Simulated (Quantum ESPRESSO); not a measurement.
## VBr3: magnetism against volume: volume 0.8, antiferro +-

Quantum ESPRESSO 7.5; LDA with U = 3.2 eV on V d (ortho-atomic projectors); plane waves with GBRV 1.5 LDA potentials, no spin-orbit coupling.

Input file pw.in:

```
&CONTROL
  calculation = 'scf'
  prefix = 'pwscf'
  outdir = './tmp'
  pseudo_dir = './pseudo'
  disk_io = 'nowf'
  tprnfor = .true.
  tstress = .true.
/
&SYSTEM
  ibrav = 0
  celldm(1) = 8
  nat = 8
  ntyp = 3
  ecutwfc = 40
  ecutrho = 280
  nbnd = 46
  occupations = 'smearing'
  smearing = 'fd'
  degauss = 0.00367493
  nspin = 2
  starting_magnetization(1) = 0.1538
  starting_magnetization(2) = -0.1538
  starting_magnetization(3) = 0
/
&ELECTRONS
  conv_thr = 1.6d-08
  electron_maxstep = 150
  mixing_beta = 0.3
/
ATOMIC_SPECIES
V1     50.9415 v_lda_v1.4.uspp.F.UPF
V2     50.9415 v_lda_v1.4.uspp.F.UPF
Br     79.9040 br_lda_v1.4.uspp.F.UPF
CELL_PARAMETERS alat
   2.1802643905904    0.0000000000000    0.0000000000000
  -1.0901321953058    1.8881643492144    0.0000000000000
   0.0000000000000    0.0000000000000    0.7375582561114
ATOMIC_POSITIONS crystal
V1      0.6666666700    0.3333333300    0.2500000000
V2      0.3333333300    0.6666666700    0.7500000000
Br      0.4419500000    0.2209750000    0.7500000000
Br      0.7790250000    0.2209750000    0.7500000000
Br      0.7790250000    0.5580500000    0.7500000000
Br      0.5580500000    0.7790250000    0.2500000000
Br      0.2209750000    0.7790250000    0.2500000000
Br      0.2209750000    0.4419500000    0.2500000000
K_POINTS automatic
6 6 6 0 0 0
HUBBARD {ortho-atomic}
U V1-3d 3.2000
U V2-3d 3.2000
```

Started as:

```
> OMP_NUM_THREADS=1 mpirun -n 8 pw.x -nk 8 -in pw.in > pw.out
```

Q: Predict the spin moment in the atom's sphere.

Opposed moments of equal size cancel, so the cell has no net moment. Symmetry leaves 2 kinds of site among the 8 atoms, and equivalent atoms carry values of equal size.

Spin moment in the atom's sphere by atom:

```
atom  spin moment in the atom's sphere (μB)
  V1                                   1.82
  V2                                  -1.82
 Br3                                  -0.06
 Br4                                  -0.06
 Br5                                  -0.06
 Br6                                   0.06
 Br7                                   0.06
 Br8                                   0.06
```

Numbers from this step:

```yaml
magnetization: 0 μB
absolute_magnetization: 4.947 μB
final_state: antiferromagnetic
```

[Logs and program files are shortened in this print: banners, set-up blocks, solver, clock and traceback lines can be left out without a mark of their own.]

[Logs are printed without paths, hosts, clocks, repeated set-up lines and the standing remarks that a program may print on its own settings, such as how far it seeks lower states.]

[Hosts, paths, dates, database ids (printed as entryN), source tags and the programs' standing remarks are cut or masked in the printed files.]

[Where a cell is said to come from a database of computed structures, the database is the Materials Project.]
